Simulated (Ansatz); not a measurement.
**What NaGeCl3 (built on the sites of a database entry of CsGeBr3) distorts into**

Which phase does NaGeCl3 (built on the sites of a database entry of CsGeBr3) fall into along its unstable mode, and how much energy does it gain?

Program: Ansatz 0.2.0. Level of theory: DFT PBEsol, scalar-relativistic, plane waves, PAW. Results are calculated unless marked as measured.

The structure was built from a prototype and need not be the compound's stable phase.

### 1. Set-up

It takes space group Pm-3m (No. 221, cubic). Conventional cell: a = 5.132 Å, b = 5.132 Å, c = 5.132 Å, α = 90.00°, β = 90.00°, γ = 90.00°. Nearest to Na lie 12 Cl at 3.63 Å. Nearest to Ge lie 6 Cl at 2.57 Å. Nearest to Cl lie 2 Ge at 2.57 Å. Farther neighbours and most contacts between anions are not listed.

### 2. Response at finite wavevector

The cell comes from relaxations at this level that are not shown. Stability and thermal properties need the whole zone. Linear response on a 2×2×2 q mesh gives force constants as far as a supercell of that size would, and the tensors from the zone-centre run are typed in so that the long-range dipole term is interpolated apart.

input.yaml

```yaml
crystal:
  lattice:
    - [5.1317724219, 0.0, 0.0]
    - [0.0, 5.1317724219, 0.0]
    - [0.0, 0.0, 5.1317724219]
  atoms:
    - { symbol: Na, position: [0.0, 0.0, 0.0] }
    - { symbol: Ge, position: [0.5, 0.5, 0.5] }
    - { symbol: Cl, position: [0.5, 0.5, 0.0] }
    - { symbol: Cl, position: [0.5, 0.0, 0.5] }
    - { symbol: Cl, position: [0.0, 0.5, 0.5] }
kpoints:
  mp_grid: { grid: [6, 6, 6] }
hamiltonian:
  xc: pbesol
scf:
  occupations: { method: fixed }
output:
  eigenvalues: true
phonons:
  method: dfpt
  qmesh: [2, 2, 2]
  temperatures: { t_max: 1000, t_step: 50 }
  qpath:
    path:
      - [[0.0, 0.0, 0.0], [0.0, 0.5, 0.0], [0.5, 0.5, 0.0], [0.0, 0.0, 0.0], [0.5, 0.5, 0.5], [0.0, 0.5, 0.0]]
      - [[0.5, 0.5, 0.5], [0.5, 0.5, 0.0]]
    npoints: 10
  non_analytic_term:
    high_frequency_dielectric_tensor: [[7.4418, 0.0, 0.0], [0.0, 7.4418, 0.0], [0.0, 0.0, 7.4418]]
    born_effective_charges:
      - { species: Na, tensor: [[1.3111, 0.0, 0.0], [0.0, 1.3111, 0.0], [0.0, 0.0, 1.3111]] }
      - { species: Ge, tensor: [[5.0442, 0.0, 0.0], [0.0, 5.0442, 0.0], [0.0, 0.0, 5.0442]] }
      - { species: Cl, tensor: [[-0.548, 0.0, 0.0], [0.0, -0.548, 0.0], [0.0, 0.0, -5.2593]] }
      - { species: Cl, tensor: [[-0.548, 0.0, 0.0], [0.0, -5.2593, 0.0], [0.0, 0.0, -0.548]] }
      - { species: Cl, tensor: [[-5.2593, 0.0, 0.0], [0.0, -0.548, 0.0], [0.0, 0.0, -0.548]] }
    source: "zone-centre run at this cell"
```

On the command line:

```console
> ansatz run input.yaml --threads 8 --pin off --max-ram 14336MiB --backend cpu --events-out ev --progress --plain --runs-dir out
```

Numbers of over 12 decimals in the logs are rounded to 6 here.

What it wrote:

```text
Engine: ansatz 0.2.0, aarch64-unknown-linux-gnu
Pseudopotentials: kind: paw
Pseudopotential: Na, paw, valence charge 9, recommended cutoff 420 eV (normal), Na.paw.azcp
Pseudopotential: Ge, paw, valence charge 14, recommended cutoff 420 eV (normal), Ge.paw.azcp
Pseudopotential: Cl, paw, valence charge 7, recommended cutoff 420 eV (normal), Cl.paw.azcp
Functional definition: PBEsol
  exchange = pbesol_x
  correlation = pbesol_c
Crystal: 5 atoms, lattice volume = 135.146 Å³
Basis set: ecut = 420 eV, 2601 PW (Γ), exchange–correlation on 72×72×72 points (8 copies of the dense FFT grid, shifted against one another)
Bands: 27, of which v1, the nominal top of the filled ones, is band 22 counted from 1 (21 counted from 0)
Symmetry: 48 space group operations
k-points: 20 of 216
Non-local potential: Na, projectors of the file, l = 0: 3, l = 1: 2, l = 2: 1
Non-local potential: Ge, projectors of the file, l = 0: 2, l = 1: 2, l = 2: 3, l = 3: 1
Non-local potential: Cl, projectors of the file, l = 0: 2, l = 1: 2, l = 2: 2
PAW form: soft (Blöchl's): semilocal exchange-correlation on the pseudo side does not see the compensation charge
PAW frozen core: Na, regenerated for the run's functional, and the local potential with it (the file was generated under x = pbe(κ = 0.804, μ = 0.219515), c = pbe(β = 0.066725))
PAW frozen core: Ge, regenerated for the run's functional, and the local potential with it (the file was generated under x = pbe(κ = 0.804, μ = 0.219515), c = pbe(β = 0.066725))
PAW frozen core: Cl, regenerated for the run's functional, and the local potential with it (the file was generated under x = pbe(κ = 0.804, μ = 0.219515), c = pbe(β = 0.066725))
PAW one-centre angular grid: Na, 110 points (default); XC on 64 Gauss nodes
PAW one-centre angular grid: Ge, 590 points (default); XC on 64 Gauss nodes
PAW one-centre angular grid: Cl, 110 points (default); XC on 64 Gauss nodes
Initial density: superposition of atomic densities (neutral atoms: chi_scale 0, normalization atom), corrected by the library's trained network
Initial wavefunctions: pseudopotential atomic-orbital guess
Functional: x = pbesol(κ = 0.804, μ = 0.123457), c = pbesol(β = 0.046)
SCF iter   1: F=—  HF=-8917.146432 eV  |F-HF|=—  |Δ(HF+E_count)|=         —  Δρ=2.62e-3  dr2=1.07e-2  ethr=1.77e-3  ⟨swp⟩=4.7  Hψ=2017  notcnv=0  defer=43
preconditioner: auto → Resta (q_TF=auto, 2.263 Å⁻¹)  ε∞=3.4  [insulator: Δε(μ)=0.340 eV  Ē_g=10.564 eV  n_scr=26 (ndim 8)  ℏωp=16.3 eV  f_vac=0.182  ε∞_Penn≈3.4]
SCF iter   2: F=—  HF=-8917.140601 eV  |F-HF|=—  |Δ(HF+E_count)|=   5.83e-3  Δρ=1.29e-3  dr2=2.56e-3  ethr=2.44e-5  ⟨swp⟩=2.1  Hψ=1006  notcnv=0  defer=58
SCF iter   3: F=—  HF=-8917.139951 eV  |F-HF|=—  |Δ(HF+E_count)|=   6.49e-4  Δρ=2.37e-4  dr2=1.32e-4  ethr=5.81e-6  ⟨swp⟩=3.0  Hψ=999  notcnv=0  defer=57
SCF iter   4: F=—  HF=-8917.139937 eV  |F-HF|=—  |Δ(HF+E_count)|=   1.43e-5  Δρ=1.07e-4  dr2=2.07e-5  ethr=2.99e-7  ⟨swp⟩=2.0  Hψ=973  notcnv=0  defer=48
SCF iter   5: F=—  HF=-8917.139934 eV  |F-HF|=—  |Δ(HF+E_count)|=   2.64e-6  Δρ=4.87e-5  dr2=3.76e-6  ethr=4.71e-8  ⟨swp⟩=2.0  Hψ=960  notcnv=0  defer=21
SCF iter   6: F=—  HF=-8917.139934 eV  |F-HF|=—  |Δ(HF+E_count)|=   6.58e-7  Δρ=1.67e-5  dr2=6.15e-7  ethr=8.55e-9  ⟨swp⟩=2.0  Hψ=926  notcnv=0  defer=20
SCF iter   7: F=—  HF=-8917.139934 eV  |F-HF|=—  |Δ(HF+E_count)|=   2.73e-8  Δρ=6.11e-6  dr2=4.64e-8  ethr=1.40e-9  ⟨swp⟩=2.0  Hψ=940  notcnv=0  defer=20
SCF iter   8: F=—  HF=-8917.139934 eV  |F-HF|=—  |Δ(HF+E_count)|=   1.32e-8  Δρ=3.17e-6  dr2=7.87e-9  ethr=1.06e-10  ⟨swp⟩=2.0  Hψ=948  notcnv=0  defer=20
SCF iter   9: F=—  HF=-8917.139934 eV  |F-HF|=—  |Δ(HF+E_count)|=   2.40e-9  Δρ=3.53e-7  dr2=1.39e-10  ethr=1.79e-11  ⟨swp⟩=2.0  Hψ=878  notcnv=0  defer=20
SCF iter  10: F=-8917.139934 eV  HF=-8917.139934 eV  |F-HF|=3.64e-12  |Δ(HF+E_count)|=  2.80e-10  Δρ=5.69e-8  dr2=4.75e-12  ethr=1.00e-12  ⟨swp⟩=10.1  Hψ=3289  notcnv=0
SCF 1 converged in 10 iterations: F = -8917.139934 eV  dr2 = 4.75e-12
  greatest PAW one-centre occupation: 0.999 electrons in one spin orbital (limit 2), on the Na atom at site 0 (counted from 0), in its partial waves of l = 0
NSCF: frozen V_eff on 20 k-points
NSCF: frozen V_eff on 64 k-points
DFPT response loops at q = (0, 0, 0) (fractional): preconditioner auto → none (the input reference at scf.mixing.eps_inf says where Resta's filter doesn't serve); β = 0.50; Broyden in place of MSR1
NSCF: frozen V_eff on 128 k-points
DFPT response loops at q = (0, 0, -0.5) (fractional): mixed as the last ones told, above
NSCF: frozen V_eff on 128 k-points
DFPT response loops at q = (0, -0.5, -0.5) (fractional): mixed as the last ones told, above
NSCF: frozen V_eff on 128 k-points
DFPT response loops at q = (-0.5, -0.5, -0.5) (fractional): mixed as the last ones told, above
SCF converged after 10 iterations
Free energy (F): -8917.139934 eV
Harris-Foulkes:  -8917.139934 eV  (|F-HF|=3.64e-12)
Internal energy: -8917.139934 eV  (E = F + TS)
E sigma→0 (E₀):  -8917.139934 eV
Fermi energy:    4.558394 eV
--- Per-component energies (eV) ---
  E_band       = -513.575533
  E_kinetic    = 711.673745
  E_local      = -5097.437225  (includes V_loc(G=0)·N_el)
  E_nonlocal   = 616.422522
  E_hartree    = 2031.809197
  E_xc         = -430.654039
  E_vxc        = -477.304268  (∫ρ·V_xc dr)
  E_paw        = -4150.472660  (= ΣΔE_a)
  E_vpaw       = -330.549203  (= ΣTr[D̂ρ^β])
  E_aug_tail   = 0.000532  (compensation charges beyond the density's cutoff)
  E_ewald      = -2599.689931
  E_core_change = 1.207926  (= ΣΔE_core)
  E_smearing   = -0.000000  (= −TS)
  E_closure    = 0.000000  (closes the sum)
  Σ components = -8917.139934   (vs F -8917.139934, Δ=0.00e0)
--- Band table (eV; the first three rows and the last of 20) ---
  k-point 0: bands = [... 18 lower, 0.7072, 0.7881, 0.7881, 0.7881, 5.4204, 9.4726, 9.4726, 9.4818, ... 1 higher]
  k-point 1: bands = [... 18 lower, 0.6640, 0.7651, 0.7651, 0.8284, 5.7173, 9.0287, 9.2767, 9.4144, ... 1 higher]
  k-point 2: bands = [... 18 lower, 0.5804, 0.7638, 0.7638, 1.3674, 6.4483, 7.1180, 8.5864, 9.4073, ... 1 higher]
  k-point 19: bands = [... 18 lower, 1.3598, 1.3598, 1.3598, 4.5584, 4.9194, 4.9194, 4.9194, 6.3895, ... 1 higher]
--- Phonons (Γ-DFPT): 4 representative perturbations + reference (Σ response iterations 12) ---
  ASR residual: 3.311e-5 → 0.000e0 eV/Å²; symmetrization residual: 2.271e-6 eV/Å²
  ASR residual per site (eV/Å²): 1.76e-5 5.79e-6 3.31e-5 3.31e-5 3.31e-5
  Γ frequencies (cm⁻¹): -90.60 -90.60 -90.60 -45.97 -45.97 -45.97 0.00 0.00 0.00 26.85 26.85 26.85 91.47 91.47 91.47
--- Phonons (arbitrary-q DFPT): 4 irreducible q on the 2×2×2 mesh ---
  q = [0.0000, 0.0000, 0.0000] (star 1, of the zone-centre solve; hermiticity 8.53e-6, symmetrization 1.01e-10): -90.60 -90.60 -90.60 -45.97 -45.97 -45.97 -0.00 -0.00 0.00 26.85 26.85 26.85 91.47 91.47 91.47
  q = [0.0000, 0.0000, -0.5000] (star 3, 9 solved perturbations in 504 linear systems a pass and spin channel, the states on 64 of 216 k-point pairs; hermiticity 5.55e-7, symmetrization 4.55e-9): -82.61 -82.61 -28.99 -28.99 15.52 15.52 52.21 64.32 65.66 67.71 67.71 82.93 82.93 183.46 257.21
  q = [0.0000, -0.5000, -0.5000] (star 3, 9 solved perturbations in 504 linear systems a pass and spin channel, the states on 64 of 216 k-point pairs; hermiticity 1.11e-6, symmetrization 1.53e-8): -80.23 -80.23 -75.06 -71.16 29.20 54.98 54.98 71.59 72.02 72.02 116.05 184.86 184.86 230.18 262.85
  q = [-0.5000, -0.5000, -0.5000] (star 1, 4 solved perturbations in 184 linear systems a pass and spin channel, the states on 64 of 216 k-point pairs; hermiticity 8.04e-7, symmetrization 1.81e-9): -84.12 -84.12 -84.12 -75.14 -75.14 -75.14 121.93 121.93 121.93 176.30 176.30 176.30 229.58 229.58 269.77
  sum rule: each row above includes the acoustic sum rule's correction from the zone centre's row sums; it moved no ω² by more than (0.50 cm⁻¹)²
  mesh force constants: q→R imaginary residual 8.27e-18; ASR residual 3.311e-5 → 0.000e0 eV/Å²; symmetrization residual 5.329e-15 eV/Å²
  interpolated dispersion: 63 rows × 15 modes
  density of states and harmonic sums: on the 12×12×12 q-mesh, interpolated from the force constants of a 2×2×2 supercell (with the dipole–dipole term of supplied tensors)
  largest difference from the sums on the solved wave vectors: F 9.57e-2 eV, S 9.60e-5 and C_V 4.79e-5 eV/K
  zero-point energy: 0.073201 eV/cell   skipped modes (ω ≤ 0): 414, of them read as no rigid motion or as one in doubt: 411 (4.844e0 modes/cell left out, lowest -90.60 cm⁻¹)   left out of the sums: 3.23e-1 of the cell's modes: C_V's classical limit lies that fraction below 3 k_B per atom; for a crystal, a wire or a layer, F and S can be off by more, and a phonons.interpolated_qmesh denser along its periods is the remedy for the sampling
```

Run time: 2 min. Hardware: 8 threads of Arm Neoverse N1, shared host; peak memory 1.1 GiB; 15 min of CPU time.

This step gave:

```yaml
gap_on_the_k_mesh: 0.3610 eV
volume_per_atom: 27.03 Å³
sum_rule_residual_before_enforcement: 3.31e-5 eV/Å²
lowest_frequency_on_the_path: -90.60 cm⁻¹
point_group: m-3m
highest_frequency_on_the_path_or_at_a_solved_wavevector: 269.8 cm⁻¹
highest_optical_mode_at_the_zone_centre_no_lo_to_term: 91.47 cm⁻¹
lowest_optical_zone_centre_mode: -90.6 cm⁻¹
lowest_mode_on_the_q_mesh_acoustic_modes_at_gamma_apart: -90.6 cm⁻¹
```

Frequencies (cm⁻¹) solved at each irreducible wavevector; negative means imaginary. Frequencies by wavevector, by row:

```
q in reciprocal lattice units  star  mode 1  mode 2  mode 3  mode 4  mode 13  mode 14  mode 15
                        0 0 0     1   -90.6   -90.6   -90.6     -46     91.5     91.5     91.5
                     0 0 -0.5     3   -82.6   -82.6     -29     -29     82.9    183.5    257.2
                  0 -0.5 -0.5     3   -80.2   -80.2   -75.1   -71.2    184.9    230.2    262.9
               -0.5 -0.5 -0.5     1   -84.1   -84.1   -84.1   -75.1    229.6    229.6    269.8
```

Interpolated from a 2×2×2 q mesh, with the LO-TO term (at Γ the limit along the path; where Γ stands inside the path, tables give the limit on arrival). Phonon branches along the path, in cm⁻¹:

```
    point  branch 1  branch 2  branch 3  branch 4  branch 12  branch 13  branch 14  branch 15
        Γ       -91       -91       -88       -46         91         92         92        239
  halfway       -87       -87       -50       -35         89         89        141        248
        X       -83       -83       -29       -29         83         83        184        257
  halfway       -82       -78       -55       -52        140        174        184        257
        M       -80       -80       -75       -71        185        185        230        263
  halfway       -83       -79       -62       -38        123        141        162        240
        Γ       -91       -91       -88       -46         91         92         92        239
  halfway       -80       -80       -67       -46        143        164        164        236
        R       -84       -84       -84       -75        176        230        230        270
  halfway       -81       -80       -68       -57        166        182        182        257
        X       -83       -83       -29       -29         83         83        184        257
jump to R       -84       -84       -84       -75        176        230        230        270
  halfway       -82       -82       -78       -75        181        181        230        264
        M       -80       -80       -75       -71        185        185        230        263
```

Symmetry leaves 4 wavevectors to solve. The lowest mode among them, the acoustic zeros apart, lies at Γ and is imaginary, 90.6i cm⁻¹, so the energy falls along it.

### 3. The mode frozen in, largest atomic shift 0 Å

The mode followed lies at q = (-0.5, -0.5, -0.5) with frequency 84.1i cm⁻¹ and is 3-fold degenerate, one of the unstable modes though not the softest. At small amplitude the distorted cell has space group no. 166 by a symmetry search on the positions. The undistorted cell that holds it gives the zero of energy on the same k mesh.

System of this step: NaGeCl3 (built on the sites of a database entry of CsGeBr3). Symmetry: Pm-3m, No. 221, cubic system. Conventional cell: a = 5.132 Å, b = 5.132 Å, c = 5.132 Å, α = 90.00°, β = 90.00°, γ = 90.00°. Nearest to Na lie 12 Cl at 3.63 Å. Nearest to Ge lie 6 Cl at 2.57 Å. Nearest to Cl lie 2 Ge at 2.57 Å. Farther neighbours and most contacts between anions are not listed.

input.yaml

```yaml
crystal:
  lattice:
    - [5.1317724219, 5.1317724219, 0.0]
    - [5.1317724219, 0.0, 5.1317724219]
    - [5.1317724219, 0.0, -5.1317724219]
  atoms:
    - { symbol: Na, position: [0.0, 0.0, 0.0] }
    - { symbol: Na, position: [0.0, 0.5, 0.5] }
    - { symbol: Ge, position: [0.5, 0.25, 0.75] }
    - { symbol: Ge, position: [0.5, 0.75, 0.25] }
    - { symbol: Cl, position: [0.5, 0.0, 0.0] }
    - { symbol: Cl, position: [0.5, 0.5, 0.5] }
    - { symbol: Cl, position: [0.0, 0.5, 0.0] }
    - { symbol: Cl, position: [0.0, 0.0, 0.5] }
    - { symbol: Cl, position: [0.5, 0.0, 0.5] }
    - { symbol: Cl, position: [0.5, 0.5, 0.0] }
kpoints:
  mp_grid: { grid: [6, 6, 6] }
hamiltonian:
  xc: pbesol
scf:
  occupations: { method: gaussian, width: 0.02 }
output:
  forces: true
  stress: true
  eigenvalues: true
```

What it wrote:

```text
[...]
Crystal: 10 atoms, lattice volume = 270.291 Å³
Basis set: ecut = 420 eV, 5209 PW (Γ), exchange–correlation on 100×100×100 points (8 copies of the dense FFT grid, shifted against one another)
Bands: 54, of which v1, the nominal top of the filled ones, is band 44 counted from 1 (43 counted from 0)
Symmetry: 96 space group operations
[...]
k-points: 16 of 216
[...]
k-point 0: bands = [... 40 lower, 1.3570, 1.3570, 1.3570, 4.5583, 4.9218, 4.9218, 4.9218, 5.4195, ... 4 higher]
  k-point 1: bands = [... 40 lower, 1.2651, 1.2651, 1.3080, 3.6083, 5.3074, 5.3074, 5.6435, 5.8494, ... 4 higher]
  k-point 2: bands = [... 40 lower, 1.1134, 1.1134, 1.1786, 2.5148, 6.2119, 6.2325, 6.2325, 6.8541, ... 4 higher]
  k-point 15: bands = [... 40 lower, 0.8557, 1.2057, 2.1835, 2.7063, 5.6556, 5.8917, 6.6962, 7.2862, ... 4 higher]
[key lines of the parts left out:]
SCF converged after 8 iterations
Free energy (F): -17834.300586 eV
Fermi energy:    4.739455 eV
P = ⅓ Tr σ = -0.0731 GPa (-0.731 kbar)
```

Elapsed: 4 s, on 8 threads; peak memory 1 GiB.

This step gave:

* pressure: -0.07314 GPa
* gap on the k-mesh: 0.3635 eV
* energy from the undistorted cell: 0 meV/atom

At this level the gap is 0.36 eV on the k-mesh of the self-consistent run, which can miss the band edges.

### 4. The mode frozen in, largest atomic shift 0.6 Å

The atoms are moved along the unstable eigenvector, the largest shift by 0.6 Å, with the cell fixed.

input.yaml

```yaml
crystal:
  lattice:
    - [5.1317724219, 5.1317724219, 0.0]
    - [5.1317724219, 0.0, 5.1317724219]
    - [5.1317724219, 0.0, -5.1317724219]
  atoms:
    - { symbol: Na, position: [0.0675030249, -0.0337515124, -0.1012545373] }
    - { symbol: Na, position: [-0.0675030249, 0.5337515124, 0.6012545373] }
    - { symbol: Ge, position: [0.5, 0.25, 0.75] }
    - { symbol: Ge, position: [0.5, 0.75, 0.25] }
    - { symbol: Cl, position: [0.5130864082, -0.0130864082, -0.0130864082] }
    - { symbol: Cl, position: [0.4869135918, 0.5130864082, 0.5130864082] }
    - { symbol: Cl, position: [0.0, 0.5, -0.0130864082] }
    - { symbol: Cl, position: [0.0, 0.0, 0.5130864082] }
    - { symbol: Cl, position: [0.4869135918, 0.0, 0.5130864082] }
    - { symbol: Cl, position: [0.5130864082, 0.5, -0.0130864082] }
kpoints:
  mp_grid: { grid: [6, 6, 6] }
hamiltonian:
  xc: pbesol
scf:
  occupations: { method: gaussian, width: 0.02 }
output:
  forces: true
  stress: true
  eigenvalues: true
```

What it wrote:

```text
[...]
Crystal: 10 atoms, lattice volume = 270.291 Å³
Basis set: ecut = 420 eV, 5209 PW (Γ), exchange–correlation on 100×100×100 points (8 copies of the dense FFT grid, shifted against one another)
Bands: 54, of which v1, the nominal top of the filled ones, is band 44 counted from 1 (43 counted from 0)
Symmetry: 12 space group operations
[...]
k-points: 32 of 216
[...]
k-point 0: bands = [... 40 lower, 1.2440, 1.2440, 1.3140, 4.3762, 4.8371, 4.8643, 4.8643, 5.6159, ... 4 higher]
  k-point 1: bands = [... 40 lower, 1.1528, 1.1528, 1.2677, 3.5020, 5.2449, 5.2449, 5.6822, 5.8365, ... 4 higher]
  k-point 2: bands = [... 40 lower, 1.0046, 1.0046, 1.1504, 2.4636, 6.1600, 6.1600, 6.3601, 6.6567, ... 4 higher]
  k-point 31: bands = [... 40 lower, 0.9675, 0.9731, 2.0645, 2.1694, 5.8749, 6.0862, 7.2827, 7.3664, ... 4 higher]
[key lines of the parts left out:]
SCF converged after 8 iterations
Free energy (F): -17834.487766 eV
Fermi energy:    4.606649 eV
P = ⅓ Tr σ = 0.3270 GPa (3.270 kbar)
```

Wall time 7.1 s (8 threads); peak memory 1.1 GiB.

Numbers from this step:

* pressure: 0.3270 GPa
* gap on the k-mesh: 0.4609 eV
* energy from the undistorted cell: -18.72 meV/atom

The energy, extrapolated to zero smearing, is -18.72 meV/atom against the undistorted cell.

The run ends at a pressure of 0.33 GPa, with forces up to 0.21 eV/Å.

### 5. Energy along the mode, all amplitudes (two of the runs are shown above)

An imaginary frequency means negative curvature, so the energy should fall and then rise again as anharmonic terms take over.

Numbers from this step:

```yaml
depth_at_the_lowest_point_sampled: 18.72 meV/atom
largest_atomic_shift_at_that_point: 0.6 Å
```

Energy from the parent against largest atomic shift:

```
largest atomic shift (Å)  energy from the parent (meV/atom)
                   0.000                                  0
                   0.040                             -0.106
                   0.080                             -0.422
                   0.140                              -1.28
                   0.220                              -3.12
                   0.320                              -6.39
                   0.450                              -11.8
                   0.600                              -18.7
```

Displacement at unit largest shift by atom:

```
atom   x (Å)   y (Å)   z (Å)   size
 Na1  -0.577   0.577   0.577  0.999
 Na2   0.577  -0.577  -0.577  0.999
 Ge3   0.000   0.000   0.000  0.000
 Ge4   0.000   0.000   0.000  0.000
 Cl5  -0.112   0.112   0.000  0.158
 Cl6   0.112  -0.112   0.000  0.158
 Cl7  -0.112   0.000   0.112  0.158
 Cl8   0.112   0.000  -0.112  0.158
 Cl9   0.000  -0.112  -0.112  0.158
Cl10   0.000   0.112   0.112  0.158
```

The lowest of the steps tried is the last one, at 0.6 Å, 18.7 meV/atom below the parent; the bottom of the well need not coincide with a step.

(Continued in part 2 of 2.)

[Logs are printed without paths, hosts, clocks, repeated set-up lines and the standing remarks that a program may print on its own settings, such as how far it seeks lower states.]

[Hosts, paths, dates, database ids (printed as entryN), source tags and the programs' standing remarks are cut or masked in the printed files.]
